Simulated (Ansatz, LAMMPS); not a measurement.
# Gap against volume in glassy 50SiO2-43CaO-7P2O5 (mol %) (85 atoms)

Density of this cell: 2.58 g/cm³. The cell holds 85 atoms: 15 Si, 13 Ca, 4 P and 53 O. Cell: a = 10.718 Å, b = 10.723 Å, c = 10.756 Å, α = 91.9°, β = 85.5°, γ = 89.1°. The starting structure: 85 atoms (15 Si, 13 Ca, 4 P, 53 O) placed at random at 2.63 g/cm³, melted at 4000 K for 10 ps at fixed volume with the Morse and Coulomb pair potential with partial charges (Pedone, Malavasi, Menziani, Cormack and Segre, J. Phys. Chem. B 110, 11780 (2006)). Quenched from 4000 K to 300 K at 30 K/ps and fixed volume, held 10 ps at zero pressure.

Calculated with Ansatz 0.2.0: Kohn-Sham DFT, RPBE, PAW (set soft_2), plane waves; cutoff 420 eV, Γ point, fixed occupations. The relaxed cell was scaled evenly and the atoms were relaxed at each volume. The gap is that between the highest filled and the lowest empty Kohn-Sham level on the run's k-points.

| volume (Å³/atom) | gap (eV) |
| --- | --- |
| 13.038 | 4.680 |
| 13.618 | 4.552 |
| 14.052 | ? |
| 14.487 | 4.366 |
| 14.922 | 4.293 |
| 15.356 | 4.189 |

Task: Fit a straight line in ln V to the rows given and interpolate to the withheld row.

**Working.**

A volume deformation potential makes the spacing linear in u = ln(V/V0), with V0 = 14.487 Å³ the relaxed volume; v is the spacing.

| u = ln(V/V0) | v (eV) |
| --- | --- |
| -0.105361 | 4.6796 |
| -0.0618753 | 4.5522 |
| 0 | 4.3659 |
| 0.0295591 | 4.2935 |
| 0.0582684 | 4.189 |

With n = 5: mean u = -0.0158817, mean v = 4.41604, Σ(u − ū)² = 0.017937, Σ(u − ū)(v − v̄) = -0.053045. Slope b = -0.053045 / 0.017937 = -2.9573; intercept a = v̄ − b ū = 4.3691.

At the withheld volume u = -0.03046, and v = a + b u.

Prediction at 14.052: 4.459 eV. The run gave 4.482 eV, so the fit is low by 0.023 eV (0.52 % of the value).

The slope, -2.96 eV, says that the spacing narrows on expansion. Among the rows given, the largest miss of the fit is at 14.922, by 0.012 eV (2.4 % of the range of the table).

Limits: The table spans 16 % in volume, wide for a linear law. Semilocal functionals tend to put gaps under measured ones. Only the Γ point is sampled. Atoms move by up to 1.1 Å in these relaxations, so the structure changes along the series. Defect or tail levels can set the spacing of a disordered cell.

[Hosts, paths, dates, database ids (printed as entryN), source tags and the programs' standing remarks are cut or masked in the printed files.]
